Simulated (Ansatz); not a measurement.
# Quasiparticle gap of MoSSe/WS2 (van der Waals superlattice) (P3m1), part 2 of 3

Wanted: the gap of MoSSe/WS2 (van der Waals superlattice) (P3m1) with a many-body correction, and the time that it takes.

Ansatz 0.2.0; PBEsol, then G0W0 on it, plane waves, PAW. Known limits of the many-body steps: finite bands, screening cutoff and k mesh; no spin-orbit coupling in G0W0.

So far. Step 2 (Relaxing the structure): The program's warnings for this run: band table not solved further. The relaxed cell has a = 3.147, c = 11.795 Å (conventional setting).

The structure was built from a prototype and need not be the compound's stable phase.

## 3. The PBEsol band structure

Levels along a band path and on the mesh show where this functional puts the band edges.

This step: DFT, PBEsol, plane waves, PAW; PAW set soft_1.

File input.yaml:

```yaml
crystal:
  lattice:
    - [3.1465192881, 0.0, 0.0]
    - [-1.573259644, 2.724965637, 0.0]
    - [0.0, 0.0, 11.7951878716]
  atoms:
    - { symbol: Mo, position: [0.3333333333, 0.6666666667, 0.260223358] }
    - { symbol: S, position: [0.6666666667, 0.3333333333, 0.3902662223] }
    - { symbol: Se, position: [0.6666666667, 0.3333333333, 0.1150677766] }
    - { symbol: W, position: [0.0, 0.0, 0.7488498471] }
    - { symbol: S, position: [0.3333333333, 0.6666666667, 0.880967243] }
    - { symbol: S, position: [0.3333333333, 0.6666666667, 0.6165968216] }
kpoints:
  mp_grid: { grid: [12, 12, 2] }
  band_path:
    path:
      - [[0.0, 0.0, 0.0], [0.5, 0.0, 0.0], [0.33333333, 0.33333333, 0.0], [0.0, 0.0, 0.0], [0.0, 0.0, 0.5], [0.5, 0.0, 0.5], [0.33333333, 0.33333333, 0.5], [0.0, 0.0, 0.5]]
      - [[0.5, 0.0, 0.5], [0.5, 0.0, 0.0]]
      - [[0.33333333, 0.33333333, 0.5], [0.33333333, 0.33333333, 0.0]]
    npoints: 10
hamiltonian:
  xc: pbesol
  pseudopotentials: { kind: paw, azcp: { folder: soft_1 }, xc_functional: pbe }
scf:
  occupations: { method: fermi_dirac, width: 0.02 }
  n_extra_bands: 6
output:
  eigenvalues: true
  forces: true
  stress: true
  write_density: true
  write_potential: true
  elf: true
  volumetric_format: npy
```

Launch:

```sh
ansatz run input.yaml --threads 2 --pin off --max-ram 92160MiB --backend cuda --events-out ev --progress --plain --runs-dir out --devices 1 --max-vram 13GiB
```

Numbers of over 12 decimals in the logs are rounded to 6 here.

Output:

```text
[...]
GPUs: using 1 of 1 available (devices: 1).
[...]
GPU FFT provider: cuFFT
GPU libraries: cuBLAS 13.8.2, cuFFT 12.4.0, cuSOLVER 12.3.4
Crystal: 6 atoms, lattice volume = 101.134 Å³
Basis set: ecut = 420 eV, 1971 PW (Γ), exchange–correlation on 48×48×160 points (8 copies of the dense FFT grid, shifted against one another)
Bands: 37, of which v1, the nominal top of the filled ones, is band 31 counted from 1 (30 counted from 0)
Symmetry: 6 space group operations
[...]
k-points: 38 of 288 (time reversal used)
[...]
GPU buffer pool allocated for 46080 grid points (all kernels)
[...]
SCF iter   1: F=—  HF=-23240.874388 eV  |F-HF|=—  |Δ(HF+E_count)|=         —  Δρ=4.83e-2  dr2=9.91e0  ethr=3.10e-3  ⟨swp⟩=9.3  Hψ=7145  notcnv=0
[...]
SCF iter  10: F=-23239.091550 eV  HF=-23239.091550 eV  |F-HF|=1.68e-9  |Δ(HF+E_count)|=   4.51e-8  Δρ=2.16e-6  dr2=8.25e-9  ethr=1.61e-10  ⟨swp⟩=14.7  Hψ=11357  notcnv=0
SCF 1 converged in 10 iterations: F = -23239.091550 eV  dr2 = 8.25e-9
[...]
NSCF: frozen V_eff on 93 k-points
SCF converged after 10 iterations
Free energy (F): -23239.091550 eV
[...]
Internal energy: -23239.091550 eV  (E = F + TS)
E sigma→0 (E₀):  -23239.091550 eV
Entropy (-TS):   -0.000000 eV (-0.000 meV/atom)
Fermi energy:    13.554983 eV
[...]
--- Forces (eV/Å), atoms counted from 1 ---
  atom   1  Mo    -0.00000000    -0.00000000    -0.00543498
  atom   2  S      0.00000000    -0.00000000    -0.00862784
  atom   3  Se     0.00000000    -0.00000000     0.01142850
  atom   4  W     -0.00000000     0.00000000     0.00405065
  atom   5  S      0.00000000     0.00000000    -0.01716245
  atom   6  S      0.00000000     0.00000000     0.01573837
  max |Σ_I F_I| component: 7.74e-6 eV/Å
--- Stress (GPa, compression-positive) ---
        4.138406      -0.000000       0.000000
       -0.000000       4.138406      -0.000000
        0.000000      -0.000000       4.270677
  P = ⅓ Tr σ = 4.1825 GPa (41.825 kbar)
--- Band table (eV; the first three rows and the last of 38) ---
  k-point 0: bands = [... 27 lower, 11.3471, 11.5649, 12.2773, 13.3110, 15.2517, 15.2517, 15.4171, 15.4171, ... 2 higher]
  k-point 1: bands = [... 27 lower, 11.3458, 11.3458, 12.7880, 13.2226, 15.2476, 15.2476, 15.4102, 15.4102, ... 2 higher]
  k-point 2: bands = [... 27 lower, 11.1995, 11.6082, 12.3251, 13.0246, 15.2251, 15.2732, 15.2860, 15.3732, ... 2 higher]
  k-point 37: bands = [... 27 lower, 9.9694, 10.0452, 12.4017, 12.4461, 14.2932, 14.3122, 14.9097, 15.1414, ... 2 higher]
```

Elapsed: 7.5 s, on 1 × NVIDIA H100 80GB HBM3 (shared by 6 runs) with 2 threads of AMD EPYC 7R13 (Zen 3), shared host; peak memory 1 GiB.

In the SCF lines HF is the Harris–Foulkes energy and dr2 the Hartree energy of the density residual, in eV; the loop may stop once dr2 is under the threshold and the program's other checks hold. Hψ counts applications of the Hamiltonian.

Numbers from this step:

```
pressure             : 4.182 GPa
filled bands         : 31
gap                  : 0.5084 eV
valence top at       : Γ
conduction bottom at : k = (0.200, 0.200, 0.000)
least direct gap     : 1.847 eV
```

Over mesh and path the gap is 0.508 eV, from k = Γ to k = (0.200, 0.200, 0.000). The least direct gap found is 1.847 eV, at k = (0.333, 0.333, 0.500). The pressure in this cell is 4 GPa; the cell is kept.

The electronic bands at the labelled points (eV, zero at the top of the highest nominally filled band):

| point | band 28 | band 29 | band 30 | band 31 | band 32 | band 33 | band 34 | band 35 |
| --- | --- | --- | --- | --- | --- | --- | --- | --- |
| Γ | -1.96 | -1.75 | -1.03 | 0.00 | 1.94 | 1.94 | 2.11 | 2.11 |
| halfway | -2.18 | -1.98 | -1.84 | -1.63 | 0.84 | 1.43 | 1.87 | 2.01 |
| M | -2.25 | -1.97 | -1.64 | -1.42 | 1.53 | 1.80 | 2.07 | 2.58 |
| halfway | -3.11 | -2.78 | -1.40 | -1.13 | 1.35 | 1.69 | 2.07 | 2.26 |
| K | -3.35 | -2.91 | -0.94 | -0.92 | 0.98 | 0.99 | 1.76 | 2.35 |
| halfway | -2.31 | -1.92 | -1.84 | -1.55 | 0.52 | 1.38 | 1.69 | 1.79 |
| Γ | -1.96 | -1.75 | -1.03 | 0.00 | 1.94 | 1.94 | 2.11 | 2.11 |
| halfway | -1.96 | -1.96 | -0.73 | -0.04 | 1.94 | 1.94 | 2.10 | 2.10 |
| A | -1.97 | -1.97 | -0.52 | -0.09 | 1.94 | 1.94 | 2.10 | 2.10 |
| halfway | -2.43 | -2.18 | -1.77 | -1.64 | 1.19 | 1.56 | 1.58 | 1.65 |
| L | -2.19 | -1.89 | -1.60 | -1.48 | 1.53 | 1.74 | 2.06 | 2.51 |
| halfway | -3.09 | -2.96 | -1.30 | -1.14 | 1.38 | 1.71 | 2.02 | 2.30 |
| H | -3.34 | -3.27 | -0.91 | -0.86 | 0.98 | 1.00 | 1.60 | 1.83 |
| halfway | -2.30 | -2.12 | -1.83 | -1.55 | 0.85 | 1.23 | 1.61 | 1.74 |
| A | -1.97 | -1.97 | -0.52 | -0.09 | 1.94 | 1.94 | 2.10 | 2.10 |
| jump to L | -2.19 | -1.89 | -1.60 | -1.48 | 1.53 | 1.74 | 2.06 | 2.51 |
| halfway | -2.22 | -1.92 | -1.62 | -1.45 | 1.53 | 1.77 | 2.07 | 2.55 |
| M | -2.25 | -1.97 | -1.64 | -1.42 | 1.53 | 1.80 | 2.07 | 2.58 |
| jump to H | -3.34 | -3.27 | -0.91 | -0.86 | 0.98 | 1.00 | 1.60 | 1.83 |
| halfway | -3.31 | -3.07 | -0.92 | -0.90 | 0.98 | 1.00 | 1.68 | 2.01 |
| K | -3.35 | -2.91 | -0.94 | -0.92 | 0.98 | 0.99 | 1.76 | 2.35 |

Electrostatic potential energy in the ca plane at fractional y = 0.667, with atoms of Mo and S within 0.2 Å of it. With pseudopotentials it is smooth inside the atoms' cores, unlike the true potential.

Values in eV, 5 rows by 16 columns, each cell a mean:
```
 15   4   4  12  12  10   6  14  17  15  12   0  -4  11  15  17
 15   9   8   6   0   9  10  15  16  10   8   5   3   8   8  15
 16  15  11 -23 -38  -6  14  17  12 -19 -20   8  10 -14 -23   6
 16  16  10 -30 -42 -11  15  17  11 -23 -24   7  11 -20 -26   3
 16  12  10  -3 -14   6  13  16  15   1   0   7   6   3  -2  13
```
Columns run along c (11.8 Å; values clipped at the 3rd and 97th percentile), rows up along a (3.1 Å). Atoms in or near the plane, at fractional coordinates: Mo at (0.26, 0.33), S at (0.88, 0.33), S at (0.62, 0.33).

ELF in the ca plane at fractional y = 0.667, with atoms of Mo and S within 0.2 Å of it. It is the smooth field of the valence electrons, not physical close to the nuclei.

Values, 5 rows by 16 columns, each cell a mean:
```
0.39 0.72 0.67 0.40 0.28 0.60 0.76 0.55 0.08 0.20 0.26 0.24 0.29 0.23 0.24 0.08
0.26 0.61 0.60 0.31 0.30 0.46 0.66 0.38 0.22 0.58 0.58 0.28 0.25 0.52 0.62 0.32
0.12 0.23 0.30 0.52 0.63 0.36 0.28 0.10 0.62 0.67 0.57 0.47 0.34 0.64 0.56 0.79
0.13 0.14 0.23 0.58 0.61 0.40 0.18 0.07 0.71 0.55 0.39 0.48 0.36 0.52 0.37 0.86
0.17 0.49 0.50 0.33 0.43 0.36 0.54 0.24 0.36 0.76 0.73 0.35 0.27 0.68 0.76 0.53
```
Columns run along c (11.8 Å), rows up along a (3.1 Å). Atoms in or near the plane, at fractional coordinates: Mo at (0.26, 0.33), S at (0.88, 0.33), S at (0.62, 0.33).

## 4. One-shot GW

G0W0 replaces the xc potential by a self-energy built once from the orbitals of the start. Levels are corrected in the window of bands that the input names, at points of the mesh.

This step: G0W0 on PBEsol, plane waves, PAW; PAW set soft_1.

input.yaml, the sections that differ from step 3:

```yaml
kpoints:
  mp_grid: { grid: [9, 9, 2] }
scf:
  occupations: { method: fixed }
gw:
  n_empty_bands: 421
  ecut_chi: 150.0
  qp_bands: [v2, c2]
  qp_kpoints: band_edges
  screening: { model: contour_deformation }
# crystal, hamiltonian: as in step 3
# output: removed
```

Output:

```text
GPUs: using 1 of 1 available (devices: 1).
[...]
GPU FFT provider: cuFFT
GPU libraries: cuBLAS 13.8.2, cuFFT 12.4.0, cuSOLVER 12.3.4
Crystal: 6 atoms, lattice volume = 101.134 Å³
Basis set: ecut = 420 eV, 1971 PW (Γ)
Bands: 38, of which v1, the nominal top of the filled ones, is band 31 counted from 1 (30 counted from 0)
Symmetry: 6 space group operations
[...]
k-points: 24 of 162 (time reversal used)
[...]
GPU buffer pool allocated for 46080 grid points (all kernels)
[...]
SCF iter   1: F=—  HF=-23240.847310 eV  |F-HF|=—  |Δ(HF+E_count)|=         —  Δρ=4.83e-2  dr2=9.32e0  ethr=3.10e-3  ⟨swp⟩=5.0  Hψ=3533  notcnv=0  defer=109
[...]
SCF iter  10: F=-23239.091375 eV  HF=-23239.091375 eV  |F-HF|=2.57e-8  |Δ(HF+E_count)|=   6.50e-7  Δρ=8.15e-6  dr2=7.14e-8  ethr=1.61e-10  ⟨swp⟩=9.5  Hψ=4523  notcnv=0
SCF 1 converged in 10 iterations: F = -23239.091375 eV  dr2 = 7.14e-8
[...]
NSCF: frozen V_eff on 24 k-points, pencils in batches of 32, up to order 152
the band table was solved once the SCF had ended and its energy, with any forces and stress, was formed, with the checks that follow a solve (3705 applications of the Hamiltonian). They found nothing against the state; the energy, forces and stress were not computed again (output.eigenvalues in the input reference)
[...]
G₀W₀ screening: q 1/24
[... further progress lines ...]
[...]
SCF converged after 10 iterations
Free energy (F): -23239.091375 eV
[...]
Internal energy: -23239.091375 eV  (E = F + TS)
E sigma→0 (E₀):  -23239.091375 eV
Fermi energy:    13.310992 eV
[...]
--- Band table (eV; the first three rows and the last of 24) ---
  k-point 0: bands = [... 27 lower, 11.3470, 11.5649, 12.2773, 13.3110, 15.2518, 15.2518, 15.4171, 15.4171, ... 3 higher]
  k-point 1: bands = [... 27 lower, 11.3457, 11.3457, 12.7880, 13.2226, 15.2476, 15.2476, 15.4102, 15.4102, ... 3 higher]
  k-point 2: bands = [... 27 lower, 11.1081, 11.6226, 12.2838, 12.8199, 15.0547, 15.1930, 15.2325, 15.2965, ... 3 higher]
  k-point 23: bands = [... 27 lower, 9.9695, 10.0452, 12.4016, 12.4462, 14.2932, 14.3121, 14.9096, 15.1415, ... 3 higher]
--- G₀W₀: contour deformation, 8 samples at zero and on the imaginary axis and 2 off it, 162 q-points, 421 empty bands' worth ---
  eigenvalues of the whole cell's RPA ε∞ on this k-mesh (on a slab, of 1 + 4πα/V) = 9.0285, 15.6720, 15.6720; static W/v taken at q = 0 is 0.076256
  bands read: the sum over 452 bands ends inside a degenerate multiplet in 2 slots, whose members it reads at an even weight; the widest, k=0: bands 452 to 453 (counted from 1) at 1/2 each
  gw.qp_kpoints: band_edges: 17 of 24 stored k-points solved, in 1 pass; an edge of the gap read off the rows below is read off those points alone
    valence top: of the k-points left out ik 11 came nearest to being solved in a further pass, in band 30 (counted from 1, as in the quasiparticle table): it holds the edge there only if its correction is more favourable than any solved in that band by at least 1.177 eV; those differ by 0.440 eV
    conduction bottom: of the k-points left out ik 15 came nearest to being solved in a further pass, in band 32 (counted from 1, as in the quasiparticle table): it holds the edge there only if its correction is more favourable than any solved in that band by at least 0.544 eV; those differ by 0.279 eV
    ik  band        ε_KS         Σx   Σc(E_QP)       V_xc       Z   E_QP_lin       E_QP  E_QP is
     0    30     12.2773   -18.6063     1.4528   -16.7527  0.7636    11.8745    11.8766  root
     0    31     13.3110   -19.5345     0.2478   -19.1800  0.7548    13.2043    13.2043  root
     0    32     15.2518   -13.7074    -4.3105   -18.3185  0.7586    15.5537    15.5523  root
     0    33     15.2518   -13.7074    -4.3105   -18.3185  0.7586    15.5537    15.5523  root
     1    30     12.7880   -19.3951     0.6078   -18.6632  0.7550    12.6638    12.6640  root
     1    31     13.2226   -19.2411     0.4891   -18.5643  0.7586    13.0346    13.0348  root
     1    32     15.2476   -13.6794    -4.2913   -18.2572  0.7584    15.5354    15.5342  root
     1    33     15.2476   -13.6794    -4.2913   -18.2572  0.7584    15.5354    15.5342  root
     2    30     12.2838   -18.6900     1.4293   -16.8692  0.7638    11.8903    11.8922  root
     2    31     12.8199   -19.2956     0.5441   -18.6220  0.7545    12.6902    12.6904  root
     2    32     15.0547   -13.7841    -4.1811   -18.1908  0.7512    15.2812    15.2803  root
     2    33     15.1930   -13.9676    -4.1130   -18.2945  0.7484    15.4077    15.4069  root
     3    30     12.5114   -19.3689     0.7622   -18.4732  0.7539    12.3776    12.3779  root
     3    31     12.8172   -19.1360     0.6952   -18.2446  0.7576    12.6206    12.6209  root
     3    32     15.1101   -13.9106    -4.2625   -18.4586  0.7551    15.3970    15.3957  root
     3    33     15.2088   -13.8616    -4.3915   -18.5532  0.7553    15.5104    15.5089  root
     4    30     11.6623   -18.8929     1.3461   -17.2697  0.7558    11.3841    11.3852  root
     4    31     11.8679   -18.9919     1.2633   -17.5286  0.7477    11.6674    11.6680  root
     4    32     14.2094   -13.7136    -4.0096   -18.0030  0.7595    14.4901    14.4891  root
     4    33     14.8039   -14.3076    -4.0881   -18.6588  0.7509    15.0680    15.0670  root
     6    30     11.3841   -18.7840     1.3640   -17.2832  0.7419    11.2469    11.2472  root
     6    31     11.5122   -19.3817     1.5023   -17.6496  0.7510    11.2816    11.2824  root
     6    32     14.3516   -14.2063    -4.2617   -18.8167  0.7521    14.7021    14.7003  root
     6    33     14.6878   -15.3833    -4.3347   -20.1035  0.7411    15.0757    15.0732  root
     8    30     11.6350   -18.1554     1.2770   -16.6682  0.7545    11.4240    11.4247  root
     8    31     11.8498   -18.7485     1.4857   -16.9261  0.7603    11.5114    11.5131  root
     8    32     14.8095   -16.5972    -4.7036   -21.8057  0.7274    15.3198    15.3143  root
     8    33     14.9655   -14.7735    -4.7505   -19.9311  0.7339    15.3765    15.3727  root
    10    30     11.9626   -19.0667     1.1712   -17.6400  0.7585    11.7063    11.7071  root
    10    31     12.1685   -19.0127     1.2515   -17.5151  0.7521    11.9216    11.9224  root
    10    32     14.3043   -13.6692    -3.9456   -17.8704  0.7598    14.5606    14.5598  root
    10    33     14.8871   -13.9975    -4.0789   -18.3090  0.7561    15.1206    15.1198  root
    12    30     11.4234   -19.4378     1.2540   -18.0108  0.7497    11.2499    11.2504  root
    12    31     11.7190   -19.4480     1.2892   -18.0360  0.7433    11.5960    11.5962  root
    12    32     13.9197   -13.7981    -3.8707   -17.9628  0.7609    14.2148    14.2138  root
    12    33     14.7109   -14.4841    -4.2670   -19.0734  0.7520    15.0349    15.0333  root
    13    30     11.4572   -19.4858     1.2618   -18.0469  0.7500    11.2795    11.2801  root
    13    31     11.7254   -19.5404     1.2435   -18.1921  0.7432    11.6205    11.6208  root
    13    32     14.2321   -14.2120    -4.0169   -18.5524  0.7553    14.5569    14.5555  root
    13    33     14.6071   -14.2227    -4.1611   -18.6826  0.7598    14.9072    14.9060  root
[...]
21    30     12.0637   -19.0853     0.7167   -18.2224  0.7597    11.9173    11.9176  root
    21    31     12.1562   -18.9689     0.6785   -18.2756  0.7473    12.1414    12.1414  root
    21    32     14.5186   -15.3655    -4.2289   -19.9852  0.7426    14.9119    14.9094  root
    21    33     14.8087   -15.7139    -4.1869   -20.2032  0.7526    15.1127    15.1112  root
    22    30     12.3751   -18.9298     0.3992   -18.5699  0.7473    12.4143    12.4143  root
    22    31     12.3872   -18.8746     0.3642   -18.3941  0.7630    12.2708    12.2710  root
    22    32     14.2937   -15.8227    -3.8745   -19.9995  0.7620    14.5970    14.5960  root
    22    33     14.3055   -16.0802    -4.1477   -20.6627  0.7395    14.7431    14.7402  root
    23    30     12.4016   -19.0223     0.4024   -18.6576  0.7473    12.4394    12.4394  root
    23    31     12.4462   -19.0606     0.3682   -18.5746  0.7627    12.3283    12.3284  root
    23    32     14.2932   -15.7949    -3.8735   -19.9704  0.7623    14.5961    14.5951  root
    23    33     14.3121   -16.0610    -4.1446   -20.6376  0.7397    14.7469    14.7440  root
```

Run time: 2.2 min. Hardware: 1 × NVIDIA H100 80GB HBM3 (shared by 6 runs) with 2 threads; peak memory 2.4 GiB.

Numbers from this step:

```
bands summed                                    : 452
RPA ε∞ on this mesh (eigenvalues)               : 9.028, 15.67, 15.67
plane waves in the screening matrix             : 413
q-points in the mesh                            : 162
G0W0 gap over the corrected points              : 1.009 eV
k of the valence top                            : 0, 0, 0
k of the conduction bottom                      : 0.1111, 0.2222, 0
starting gap on the mesh                        : 0.6087 eV
Z at the valence top                            : 0.7548
Z at the conduction bottom                      : 0.7609
least direct G0W0 gap over the corrected points : 2.156 eV
```

Over 17 of 24 irreducible mesh points the G0W0 gap is 1.009 eV, from k = Γ to k = (0.111, 0.222, 0.000). The PBEsol gap of this run on the mesh is 0.609 eV. The two states that bound the G0W0 gap lie that far apart at the start, so the correction of the gap is 1.009 − 0.609 = +0.400 eV. The start of this run differs from the step before in mesh (12×12×2 and 9×9×2). The program's warnings for this run: metallic iterate.

Labels follow the order of the start: v1 is the top filled band, c1 the lowest empty one; levels that stay degenerate share a row, the window can cut a multiplet, doubted levels are not marked in this list, bands outside the window were not corrected, and the list may be a part of the corrected levels. The levels before and after the correction (eV, zero at the valence-band top of each column):

|  | conduction bottom | valence top |
| --- | --- | --- |
| Kohn-Sham | 0.61 | 0.00 |
| G0W0 | 1.01 | 0.00 |

|  | level | occupation | energy (eV) |
| --- | --- | --- | --- |
| Kohn-Sham | Γ v2 | 2 | -1.034 |
| Kohn-Sham | Γ v1 | 2 | 0.000 |
| Kohn-Sham | Γ c1-c2 | 0 | 1.941 |
| Kohn-Sham | (0.111 0.222 0) v2 | 2 | -1.888 |
| Kohn-Sham | (0.111 0.222 0) v1 | 2 | -1.592 |
| Kohn-Sham | (0.111 0.222 0) c1 | 0 | 0.609 |
| Kohn-Sham | (0.111 0.222 0) c2 | 0 | 1.400 |
| G0W0 | Γ v2 | 2 | -1.328 |
| G0W0 | Γ v1 | 2 | 0.000 |
| G0W0 | Γ c1-c2 | 0 | 2.348 |
| G0W0 | (0.111 0.222 0) v2 | 2 | -1.954 |
| G0W0 | (0.111 0.222 0) v1 | 2 | -1.608 |
| G0W0 | (0.111 0.222 0) c1 | 0 | 1.009 |
| G0W0 | (0.111 0.222 0) c2 | 0 | 1.829 |

The parts of the quasiparticle energy for the two states that bound the G0W0 gap, in eV on the run's own scale (QP = start + Σx + Σc − Vxc, with Σc at the quasiparticle energy):

| edge | k | band | start | Σx | Σc | Vxc | Z | QP |
| --- | --- | --- | --- | --- | --- | --- | --- | --- |
| valence top | Γ | 31 | 13.311 | −19.535 | 0.248 | −19.180 | 0.755 | 13.204 |
| conduction bottom | (0.111, 0.222, 0.000) | 32 | 13.920 | −13.798 | −3.871 | −17.963 | 0.761 | 14.214 |

(Continued in part 3 of 3.)

[Paths, hosts, dates, memory and timing lines, banners, echoed tables and standing remarks are left out of the program output.]

[Logs are printed without paths, hosts, clocks, repeated set-up lines and the standing remarks that a program may print on its own settings, such as how far it seeks lower states.]

[Runs of the session that timed out or met a known fault of the program may be left out.]

[Cells called generated may have been cut or substituted from an entry of the Crystallography Open Database or the Materials Project.]

[Hosts, paths, dates, database ids (printed as entryN), source tags and the programs' standing remarks are cut or masked in the printed files.]

[Where an RPA ε∞ is given, it is that of the G0W0 mesh and is not shown converged in it. Names of k-points follow the symmetry that the program found, which can be lower than the space group named. Band edges on a path are those of the sampled points; other points can move an edge, and change direct to indirect where valleys lie close.]

[Hybrid gaps are those of their k-mesh and are not shown converged in it.]
